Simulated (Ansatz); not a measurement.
# A hypothetical structure for CsAl3P

This structure for CsAl3P is made up. Its elements were placed in a known structure type with a cell scaled to their sizes. What cell does the guess relax to, and how far off was it?

Main program and level: Ansatz 0.2.0; DFT, PBEsol, plane-wave PAW, files of the set soft_1, scalar-relativistic, no spin, cell and ions relaxed at zero pressure; PAW set soft_1, in the first sound run; inputs show where later runs differ.

## (1) Starting point

The structure is cubic, space group Pm-3m (No. 221). The conventional cell has a = 5.438 Å, b = 5.438 Å, c = 5.438 Å, α = 90.00°, β = 90.00°, γ = 90.00°. Cs has 12 Al at 3.85 Å nearest. Nearest to P lie 6 Al at 2.72 Å. Al has 2 P at 2.72 Å and 8 Al at 3.85 Å and 4 Cs at 3.85 Å nearest. Farther neighbours are not listed.

## (2) Relaxation of the guess

The guess takes its coordinates from another compound and its volume from a rule, so the cell and any free coordinates are relaxed together.

Contents of input.yaml:

```yaml
crystal:
  lattice:
    - [5.438, 0.0, 0.0]
    - [0.0, 5.438, 0.0]
    - [0.0, 0.0, 5.438]
  atoms:
    - { symbol: Cs, position: [0.0, 0.0, 0.0] }
    - { symbol: P, position: [0.5, 0.5, 0.5] }
    - { symbol: Al, position: [0.5, 0.5, 0.0] }
    - { symbol: Al, position: [0.5, 0.0, 0.5] }
    - { symbol: Al, position: [0.0, 0.5, 0.5] }
kpoints:
  mp_grid: { grid: [5, 5, 5] }
scf:
  occupations: { method: fermi_dirac, width: 0.05 }
hamiltonian:
  xc: pbesol
  pseudopotentials: { kind: paw, azcp: { folder: soft_1 }, xc_functional: pbe }
relax:
  f_tol: 0.015
  max_steps: 70
  cell: {}
output:
  forces: true
  stress: true
```

The run is started by

```bash
> ansatz run input.yaml --threads 4 --pin off --max-ram 8192MiB --backend cpu --events-out ev --progress --plain --runs-dir out
```

Numbers of over 12 decimals in the logs are rounded to 6 here.

The program printed:

```text
Engine: ansatz 0.2.0, x86_64-unknown-linux-gnu
Pseudopotentials: kind: paw
Pseudopotential: Cs, paw, valence charge 9, recommended cutoff 420 eV (normal), soft_1/Cs.paw.azcp
Pseudopotential: P, paw, valence charge 5, recommended cutoff 420 eV (normal), soft_1/P.paw.azcp
Pseudopotential: Al, paw, valence charge 3, recommended cutoff 420 eV (normal), soft_1/Al.paw.azcp
Functional definition: PBEsol
  exchange = pbesol_x
  correlation = pbesol_c
Crystal: 5 atoms, lattice volume = 160.812 Å³
Basis set: ecut = 420 eV, 3119 PW (Γ), exchange–correlation on 80×80×80 points (8 copies of the dense FFT grid, shifted against one another)
Bands: 17, of which v1, the nominal top of the filled ones, is band 12 counted from 1 (11 counted from 0)
Symmetry: 48 space group operations
Space group: Pm-3m (ITA 221), of the structure as read, at distance tolerance 5.4e-5 Å
k-points: 10 of 125
Non-local potential: Cs, projectors of the file, l = 0: 3, l = 1: 2, l = 2: 2, l = 3: 2
Non-local potential: P, projectors of the file, l = 0: 2, l = 1: 2, l = 2: 1
Non-local potential: Al, projectors of the file, l = 0: 2, l = 1: 2, l = 2: 1
PAW form: soft (Blöchl's): semilocal exchange-correlation on the pseudo side does not see the compensation charge
PAW frozen core: Cs, regenerated for the run's functional, and the local potential with it (the file was generated under x = pbe(κ = 0.804, μ = 0.219515), c = pbe(β = 0.066725))
PAW frozen core: P, regenerated for the run's functional, and the local potential with it (the file was generated under x = pbe(κ = 0.804, μ = 0.219515), c = pbe(β = 0.066725))
PAW frozen core: Al, regenerated for the run's functional, and the local potential with it (the file was generated under x = pbe(κ = 0.804, μ = 0.219515), c = pbe(β = 0.066725))
PAW one-centre angular grid: Cs, 194 points (default); XC on 64 Gauss nodes
PAW one-centre angular grid: P, 110 points (default); XC on 64 Gauss nodes
PAW one-centre angular grid: Al, 110 points (default); XC on 64 Gauss nodes
Initial density: superposition of atomic densities (chi_scale 0.1, normalization cell, long waves kept (reshape's long-wave potential 0.00 eV rms))
Initial wavefunctions: pseudopotential atomic-orbital guess
Functional: x = pbesol(κ = 0.804, μ = 0.123457), c = pbesol(β = 0.046)
SCF iter   1: F=—  HF=-7896.904446 eV  |F-HF|=—  |Δ(HF+E_count)|=         —  Δρ=1.82e-2  dr2=1.38e0  ethr=3.10e-3  ⟨swp⟩=9.5  Hψ=1208  notcnv=0
preconditioner: auto → Kerker (q_TF=auto, 1.973 Å⁻¹)  [metal: Δε(μ)=0.081 eV  Ē_g=7.040 eV  σ=0.050 eV  W_gap=0.34  n_scr=18 (ndim 8)  ℏωp=13.4 eV  f_vac=0.000  D(μ)=5.05/eV (n_scr^D=32)]
SCF iter   2: F=—  HF=-7896.623055 eV  |F-HF|=—  |Δ(HF+E_count)|=   2.81e-1  Δρ=9.56e-3  dr2=4.40e-1  ethr=3.10e-3  ⟨swp⟩=2.4  Hψ=323  notcnv=0
SCF iter   3: F=—  HF=-7896.471789 eV  |F-HF|=—  |Δ(HF+E_count)|=   1.51e-1  Δρ=2.58e-3  dr2=4.46e-2  ethr=1.91e-3  ⟨swp⟩=2.8  Hψ=279  notcnv=0
SCF iter   4: F=—  HF=-7896.453724 eV  |F-HF|=—  |Δ(HF+E_count)|=   1.81e-2  Δρ=7.72e-4  dr2=2.00e-3  ethr=1.94e-4  ⟨swp⟩=3.5  Hψ=345  notcnv=0
SCF iter   5: F=—  HF=-7896.453408 eV  |F-HF|=—  |Δ(HF+E_count)|=   3.17e-4  Δρ=1.71e-4  dr2=8.66e-5  ethr=8.68e-6  ⟨swp⟩=2.8  Hψ=282  notcnv=0
SCF iter   6: F=—  HF=-7896.453377 eV  |F-HF|=—  |Δ(HF+E_count)|=   3.08e-5  Δρ=2.29e-5  dr2=1.27e-6  ethr=3.77e-7  ⟨swp⟩=2.7  Hψ=312  notcnv=0
SCF iter   7: F=-7896.453377 eV  HF=-7896.453377 eV  |F-HF|=5.24e-9  |Δ(HF+E_count)|=   4.78e-8  Δρ=5.18e-6  dr2=8.68e-8  ethr=4.35e-10  ⟨swp⟩=5.1  Hψ=682  notcnv=0
SCF 1 converged in 7 iterations: F = -7896.453377 eV  dr2 = 8.68e-8
  greatest PAW one-centre occupation: 0.930 electrons in one spin orbital (limit 2), on the Cs atom at site 0 (counted from 0), in its partial waves of l = 0
relax step   1: F+E_penalty+E_count = -7896.45337707 eV  Δ(F+E_penalty+E_count) = +0.000e0 eV  max|allowed force component| = 2.925e-30 eV/Å  Δτ_max = 0.0000 Å  P = -4.767 GPa  Ω = 160.812 Å³  (7 SCF iters, dr2 threshold 1.00e-7 eV, accepted)
Crystal: 5 atoms, lattice volume = 142.590 Å³
Basis set: ecut = 420 eV, 2801 PW (Γ), exchange–correlation on 80×80×80 points (8 copies of the dense FFT grid, shifted against one another)
Initial density: handed on by an earlier stage of this run
Initial wavefunctions: those handed on with the density
iter 1 solved again at ethr=3.86e-5 eV; its pass at ethr=3.10e-3 eV (dr2=8.89e-3 eV) is discarded
SCF iter   1: F=—  HF=-7896.910368 eV  |F-HF|=—  |Δ(HF+E_count)|=         —  Δρ=1.71e-3  dr2=8.38e-3  ethr=3.86e-5  ⟨swp⟩=2.0  Hψ=1334  notcnv=0
preconditioner: auto → Kerker (q_TF=auto, 2.013 Å⁻¹)  [metal: Δε(μ)=0.019 eV  Ē_g=7.187 eV  σ=0.050 eV  W_gap=0.09  n_scr=18 (ndim 8)  ℏωp=14.3 eV  f_vac=0.001  D(μ)=5.81/eV (n_scr^D=56)]
SCF iter   2: F=—  HF=-7896.907956 eV  |F-HF|=—  |Δ(HF+E_count)|=   2.41e-3  Δρ=9.63e-4  dr2=2.53e-3  ethr=3.64e-5  ⟨swp⟩=1.1  Hψ=171  notcnv=0
SCF iter   3: F=—  HF=-7896.907073 eV  |F-HF|=—  |Δ(HF+E_count)|=   8.83e-4  Δρ=2.51e-4  dr2=2.08e-4  ethr=1.10e-5  ⟨swp⟩=2.6  Hψ=276  notcnv=0
SCF iter   4: F=—  HF=-7896.906986 eV  |F-HF|=—  |Δ(HF+E_count)|=   8.69e-5  Δρ=7.41e-5  dr2=3.01e-5  ethr=9.05e-7  ⟨swp⟩=2.1  Hψ=243  notcnv=0
SCF iter   5: F=—  HF=-7896.906979 eV  |F-HF|=—  |Δ(HF+E_count)|=   6.83e-6  Δρ=3.55e-5  dr2=3.47e-6  ethr=1.31e-7  ⟨swp⟩=2.0  Hψ=248  notcnv=0
SCF iter   6: F=-7896.906978 eV  HF=-7896.906978 eV  |F-HF|=9.05e-8  |Δ(HF+E_count)|=   1.01e-6  Δρ=6.79e-6  dr2=1.35e-7  ethr=2.17e-9  ⟨swp⟩=5.1  Hψ=630  notcnv=0
SCF 2 converged in 6 iterations: F = -7896.906978 eV  dr2 = 1.35e-7
  greatest PAW one-centre occupation: 0.931 electrons in one spin orbital (limit 2), on the Cs atom at site 0 (counted from 0), in its partial waves of l = 0
relax step   2: F+E_penalty+E_count = -7896.90697827 eV  Δ(F+E_penalty+E_count) = -4.536e-1 eV  max|allowed force component| = 7.231e-31 eV/Å  Δτ_max = 0.0000 Å  P = -2.849 GPa  Ω = 142.590 Å³  energy of the carried Pulay correction = +9.037e-4 eV  (6 SCF iters, dr2 threshold 5.00e-7 eV, accepted)
Crystal: 5 atoms, lattice volume = 122.129 Å³
Basis set: ecut = 420 eV, 2373 PW (Γ), exchange–correlation on 80×80×80 points (8 copies of the dense FFT grid, shifted against one another)
iter 1 solved again at ethr=4.79e-5 eV; its pass at ethr=3.10e-3 eV (dr2=1.10e-2 eV) is discarded
SCF iter   1: F=—  HF=-7896.990702 eV  |F-HF|=—  |Δ(HF+E_count)|=         —  Δρ=2.39e-3  dr2=1.13e-2  ethr=4.79e-5  ⟨swp⟩=2.0  Hψ=1338  notcnv=0
preconditioner: auto → Kerker (q_TF=auto, 2.066 Å⁻¹)  [metal: Δε(μ)=0.105 eV  Ē_g=7.573 eV  σ=0.050 eV  W_gap=0.40  n_scr=18 (ndim 8)  ℏωp=15.4 eV  f_vac=0.001  D(μ)=3.72/eV (n_scr^D=26)]
SCF iter   2: F=—  HF=-7896.986083 eV  |F-HF|=—  |Δ(HF+E_count)|=   4.62e-3  Δρ=1.41e-3  dr2=3.91e-3  ethr=4.79e-5  ⟨swp⟩=1.0  Hψ=170  notcnv=0
SCF iter   3: F=—  HF=-7896.984154 eV  |F-HF|=—  |Δ(HF+E_count)|=   1.93e-3  Δρ=2.23e-4  dr2=6.11e-5  ethr=1.70e-5  ⟨swp⟩=2.4  Hψ=275  notcnv=0
SCF iter   4: F=—  HF=-7896.984135 eV  |F-HF|=—  |Δ(HF+E_count)|=   1.89e-5  Δρ=5.66e-5  dr2=1.05e-5  ethr=2.66e-7  ⟨swp⟩=2.0  Hψ=272  notcnv=0
SCF iter   5: F=—  HF=-7896.984132 eV  |F-HF|=—  |Δ(HF+E_count)|=   3.29e-6  Δρ=1.64e-5  dr2=6.56e-7  ethr=4.58e-8  ⟨swp⟩=2.5  Hψ=286  notcnv=0
SCF iter   6: F=-7896.984132 eV  HF=-7896.984132 eV  |F-HF|=5.50e-9  |Δ(HF+E_count)|=   1.03e-7  Δρ=3.70e-6  dr2=2.16e-8  ethr=2.17e-9  ⟨swp⟩=4.9  Hψ=599  notcnv=0
SCF 3 converged in 6 iterations: F = -7896.984132 eV  dr2 = 2.16e-8
relax step   3: F+E_penalty+E_count = -7896.98413190 eV  Δ(F+E_penalty+E_count) = -7.715e-2 eV  max|allowed force component| = 5.982e-31 eV/Å  Δτ_max = 0.0000 Å  P = +2.413 GPa  Ω = 122.129 Å³  energy of the carried Pulay correction = +2.058e-3 eV  (6 SCF iters, dr2 threshold 5.00e-7 eV, accepted)
Crystal: 5 atoms, lattice volume = 129.761 Å³
Basis set: ecut = 420 eV, 2517 PW (Γ), exchange–correlation on 80×80×80 points (8 copies of the dense FFT grid, shifted against one another)
iter 1 solved again at ethr=1.88e-5 eV; its pass at ethr=3.10e-3 eV (dr2=4.32e-3 eV) is discarded
SCF iter   1: F=—  HF=-7897.037507 eV  |F-HF|=—  |Δ(HF+E_count)|=         —  Δρ=1.22e-3  dr2=4.49e-3  ethr=1.88e-5  ⟨swp⟩=2.1  Hψ=1273  notcnv=0
preconditioner: auto → Kerker (q_TF=auto, 2.045 Å⁻¹)  [metal: Δε(μ)=0.065 eV  Ē_g=7.426 eV  σ=0.050 eV  W_gap=0.29  n_scr=18 (ndim 8)  ℏωp=14.9 eV  f_vac=0.001  D(μ)=4.69/eV (n_scr^D=32)]
SCF iter   2: F=—  HF=-7897.036156 eV  |F-HF|=—  |Δ(HF+E_count)|=   1.35e-3  Δρ=6.87e-4  dr2=1.44e-3  ethr=1.88e-5  ⟨swp⟩=1.1  Hψ=174  notcnv=0
SCF iter   3: F=—  HF=-7897.035642 eV  |F-HF|=—  |Δ(HF+E_count)|=   5.14e-4  Δρ=1.50e-4  dr2=3.69e-5  ethr=6.25e-6  ⟨swp⟩=2.7  Hψ=295  notcnv=0
SCF iter   4: F=—  HF=-7897.035621 eV  |F-HF|=—  |Δ(HF+E_count)|=   2.18e-5  Δρ=5.20e-5  dr2=1.20e-5  ethr=1.61e-7  ⟨swp⟩=2.0  Hψ=267  notcnv=0
SCF iter   5: F=—  HF=-7897.035617 eV  |F-HF|=—  |Δ(HF+E_count)|=   3.53e-6  Δρ=1.38e-5  dr2=8.36e-7  ethr=5.21e-8  ⟨swp⟩=2.8  Hψ=287  notcnv=0
SCF iter   6: F=-7897.035617 eV  HF=-7897.035617 eV  |F-HF|=5.02e-9  |Δ(HF+E_count)|=   2.21e-7  Δρ=2.77e-6  dr2=1.51e-8  ethr=2.17e-9  ⟨swp⟩=5.0  Hψ=620  notcnv=0
SCF 4 converged in 6 iterations: F = -7897.035617 eV  dr2 = 1.51e-8
relax step   4: F+E_penalty+E_count = -7897.03561679 eV  Δ(F+E_penalty+E_count) = -5.148e-2 eV  max|allowed force component| = 2.314e-30 eV/Å  Δτ_max = 0.0000 Å  P = -0.099 GPa  Ω = 129.761 Å³  energy of the carried Pulay correction = +1.608e-3 eV  (6 SCF iters, dr2 threshold 5.00e-7 eV, accepted)
Crystal: 5 atoms, lattice volume = 129.423 Å³
iter 1 solved again at ethr=1.42e-8 eV; its pass at ethr=3.10e-3 eV (dr2=3.26e-6 eV) is discarded
SCF iter   1: F=—  HF=-7897.035758 eV  |F-HF|=—  |Δ(HF+E_count)|=         —  Δρ=4.67e-5  dr2=5.24e-6  ethr=1.42e-8  ⟨swp⟩=3.2  Hψ=1181  notcnv=0
preconditioner: auto → Kerker (q_TF=auto, 2.046 Å⁻¹)  [metal: Δε(μ)=0.061 eV  Ē_g=7.426 eV  σ=0.050 eV  W_gap=0.28  n_scr=18 (ndim 8)  ℏωp=15.0 eV  f_vac=0.001  D(μ)=4.71/eV (n_scr^D=32)]
SCF iter   2: F=—  HF=-7897.035747 eV  |F-HF|=—  |Δ(HF+E_count)|=   1.17e-5  Δρ=2.62e-5  dr2=1.55e-6  ethr=1.42e-8  ⟨swp⟩=1.7  Hψ=216  notcnv=0
SCF iter   3: F=—  HF=-7897.035746 eV  |F-HF|=—  |Δ(HF+E_count)|=   7.01e-7  Δρ=4.22e-6  dr2=2.90e-8  ethr=6.75e-9  ⟨swp⟩=2.5  Hψ=282  notcnv=0
SCF iter   4: F=-7897.035746 eV  HF=-7897.035746 eV  |F-HF|=7.19e-10  |Δ(HF+E_count)|=   1.13e-8  Δρ=7.59e-7  dr2=1.62e-9  ethr=1.07e-10  ⟨swp⟩=4.9  Hψ=592  notcnv=0
SCF 5 converged in 4 iterations: F = -7897.035746 eV  dr2 = 1.62e-9
relax step   5: F+E_penalty+E_count = -7897.03574584 eV  Δ(F+E_penalty+E_count) = -1.290e-4 eV  max|allowed force component| = 1.578e-30 eV/Å  Δτ_max = 0.0000 Å  P = -0.004 GPa  Ω = 129.423 Å³  energy of the carried Pulay correction = +1.628e-3 eV  (4 SCF iters, dr2 threshold 2.46e-8 eV, accepted)
Basis set: ecut = 420 eV, 2517 PW (Γ), exchange–correlation on 72×72×72 points (8 copies of the dense FFT grid, shifted against one another)
Initial wavefunctions: pseudopotential atomic-orbital guess (no wavefunctions were taken with the density)
iter 1 solved again at ethr=6.91e-8 eV; its pass at ethr=3.10e-3 eV (dr2=1.59e-5 eV) is discarded
SCF iter   1: F=—  HF=-7897.035060 eV  |F-HF|=—  |Δ(HF+E_count)|=         —  Δρ=3.81e-5  dr2=1.71e-7  ethr=6.91e-8  ⟨swp⟩=4.5  Hψ=1840  notcnv=0
preconditioner: auto → Kerker (q_TF=auto, 2.046 Å⁻¹)  [metal: Δε(μ)=0.062 eV  Ē_g=7.427 eV  σ=0.050 eV  W_gap=0.28  n_scr=18 (ndim 8)  ℏωp=15.0 eV  f_vac=0.001  D(μ)=4.71/eV (n_scr^D=32)]
SCF iter   2: F=—  HF=-7897.035095 eV  |F-HF|=—  |Δ(HF+E_count)|=   3.50e-5  Δρ=2.00e-5  dr2=4.73e-8  ethr=7.44e-10  ⟨swp⟩=2.1  Hψ=279  notcnv=0
SCF iter   3: F=—  HF=-7897.035095 eV  |F-HF|=—  |Δ(HF+E_count)|=   3.42e-7  Δρ=6.18e-7  dr2=2.58e-10  ethr=2.06e-10  ⟨swp⟩=2.0  Hψ=286  notcnv=0
SCF iter   4: F=—  HF=-7897.035095 eV  |F-HF|=—  |Δ(HF+E_count)|=  1.41e-10  Δρ=2.18e-7  dr2=6.03e-11  ethr=1.00e-12  ⟨swp⟩=5.0  Hψ=648  notcnv=0
SCF iter   5: F=-7897.035095 eV  HF=-7897.035095 eV  |F-HF|=1.82e-12  |Δ(HF+E_count)|=  2.73e-12  Δρ=3.43e-8  dr2=1.91e-12  ethr=1.00e-12  ⟨swp⟩=4.2  Hψ=544  notcnv=0
SCF 6 converged in 5 iterations: F = -7897.035095 eV  dr2 = 1.91e-12
relax step   6: F+E_penalty+E_count = -7897.03509532 eV  Δ(F+E_penalty+E_count) = +6.505e-4 eV  max|allowed force component| = 3.050e-30 eV/Å  Δτ_max = 0.0000 Å  P = -0.011 GPa  Ω = 129.423 Å³  stress off target by 1.09e-2 GPa  SCF on the basis re-selected at this cell (its energy is not comparable with the rows above)  (5 SCF iters)
basis re-selected at this cell: Δ(F+E_penalty+E_count) = +6.505e-4 eV, ΔP = -0.007 GPa vs the last step (what re-selecting the basis moved, of the pressure what is left beyond the Pulay correction that the steps carried, after the strain that the cell walked since its last selection, with what the two solves' SCF thresholds leave and, on support functions, any second-order correction that the steps lacked; it is no measure of the basis error at this ecutwfc). The dense FFT grid was sized anew with the basis: this SCF ran on 36×36×36 points, the steps before it on 40×40×40, so part of this shift can come from that change (see relax.cell in the input reference). [rest of the remark cut]
SCF converged after 5 iterations
Free energy (F): -7897.035095 eV
Harris-Foulkes:  -7897.035095 eV  (|F-HF|=1.82e-12)
Internal energy: -7896.998473 eV  (E = F + TS)
E sigma→0 (E₀):  -7897.016784 eV
Entropy (-TS):   -0.036623 eV (-7.325 meV/atom)
Fermi energy:    6.288150 eV
--- Per-component energies (eV) ---
  E_band       = -19.982141
  E_kinetic    = 273.556043
  E_local      = -283.921434  (includes V_loc(G=0)·N_el)
  E_nonlocal   = 87.922335
  E_hartree    = 104.804243
  E_xc         = -358.309911
  E_vxc        = -281.276386  (∫ρ·V_xc dr)
  E_paw        = -6890.057528  (= ΣΔE_a)
  E_vpaw       = -25.871185  (= ΣTr[D̂ρ^β])
  E_aug_tail   = -0.000010  (compensation charges beyond the density's cutoff)
  E_ewald      = -831.239888
  E_core_change = 0.247677  (= ΣΔE_core)
  E_smearing   = -0.036623  (= −TS)
  E_closure    = 0.000000  (closes the sum)
  Σ components = -7897.035095   (vs F -7897.035095, Δ=0.00e0)
--- Forces (eV/Å), atoms counted from 1 ---
  atom   1  Cs    -0.00000000     0.00000000     0.00000000
  atom   2  P      0.00000000    -0.00000000     0.00000000
  atom   3  Al    -0.00000000    -0.00000000     0.00000000
  atom   4  Al    -0.00000000    -0.00000000     0.00000000
  atom   5  Al     0.00000000    -0.00000000     0.00000000
  max |Σ_I F_I| component: 4.73e-30 eV/Å
--- Stress (GPa, compression-positive) ---
       -0.010864       0.000000      -0.000000
        0.000000      -0.010864       0.000000
       -0.000000       0.000000      -0.010864
  P = ⅓ Tr σ = -0.0109 GPa (-0.109 kbar)
--- Relaxed structure (5 steps of the walk, 5 accepted, 1 SCFs on fresh bases) ---
  F+E_penalty+E_count = -7897.03509532 eV   max|allowed force component| = 3.050e-30 eV/Å   (the final SCF, on the basis selected at the relaxed cell)
  cell:  # Å, volume = 129.4226 Å³
    - [5.058286, 0, 0]
    - [0, 5.058286, 0.0]
    - [0, 0.0, 5.058286]
  atoms:
    - { symbol: Cs, position: [0, 0, 0] }
    - { symbol: P, position: [0.500000, 0.500000, 0.500000] }
    - { symbol: Al, position: [0.500000, 0.500000, 0] }
    - { symbol: Al, position: [0.500000, 0, 0.500000] }
    - { symbol: Al, position: [0, 0.500000, 0.500000] }
```

Run time: 8.2 s. Hardware: 4 threads of Intel Xeon Platinum 8375C at 2.90GHz (Ice Lake), shared host; peak memory 0.5 GiB; 22 s of CPU time.

Step by step:

| step | energy less that of the first step (eV) | largest force component (eV/Å) | pressure (GPa) | volume (Å³) |
| --- | --- | --- | --- | --- |
| 1 | 0.0000 | 0.0000 | -4.77 | 160.81 |
| 2 | -0.4536 | 0.0000 | -2.85 | 142.59 |
| 3 | -0.5308 | 0.0000 | 2.41 | 122.13 |
| 4 | -0.5822 | 0.0000 | -0.10 | 129.76 |
| 5 | -0.5824 | 0.0000 | 0.00 | 129.42 |
| 6* | -0.5817 | 0.0000 | -0.01 | 129.42 |

Relaxation steps marked * repeat the geometry before them on a plane-wave basis chosen anew for their cell, so energy and pressure can jump there.

Forces are held to the 48 operations that the run works with; a distortion that breaks them can't arise in this run.

| conventional cell, symmetrised | before | after | change |
| --- | --- | --- | --- |
| a (Å) | 5.438 | 5.058 | -7.0 % |
| b (Å) | 5.438 | 5.058 | -7.0 % |
| c (Å) | 5.438 | 5.058 | -7.0 % |
| volume (Å³/atom) | 32.16 | 25.88 | -19.5 % |

The relaxed structure:

```cif
data_structure
_symmetry_space_group_name_H-M 'P 1'
_symmetry_Int_Tables_number 1
_cell_length_a 5.0583
_cell_length_b 5.0583
_cell_length_c 5.0583
_cell_angle_alpha 90.000
_cell_angle_beta 90.000
_cell_angle_gamma 90.000
_cell_volume 129.42
loop_
_atom_site_label
_atom_site_type_symbol
_atom_site_fract_x
_atom_site_fract_y
_atom_site_fract_z
_atom_site_occupancy
Cs1 Cs 0.00000 0.00000 0.00000 1
P2 P 0.50000 0.50000 0.50000 1
Al3 Al 0.50000 0.50000 0.00000 1
Al4 Al 0.50000 0.00000 0.50000 1
Al5 Al 0.00000 0.50000 0.50000 1
```

This step gave:

```yaml
free_energy: -7897.0351 eV
energy_at_zero_smearing: -7897.0168 eV
smearing_term_ts: 0.03662 eV
fermi_energy: 6.288 eV
electrons: 23
symmetry_operations: 48
pressure: -0.01086 GPa
```

The shortest distance of each pair, which need not be the same contact before and after:

| pair | guess (Å) | relaxed (Å) |
| --- | --- | --- |
| Al–P | 2.719 | 2.529 |
| Al–Cs | 3.845 | 3.577 |
| Al–Al | 3.845 | 3.577 |
| Cs–P | 4.709 | 4.381 |
| Cs–Cs | 5.438 | 5.058 |

The relaxation ends with a pressure of -0.01 GPa.

(Part 1 of 2 ends here.)

[Logs are printed without paths, hosts, clocks, repeated set-up lines and the standing remarks that a program may print on its own settings, such as how far it seeks lower states.]

[Hosts, paths, dates, database ids (printed as entryN), source tags and the programs' standing remarks are cut or masked in the printed files.]
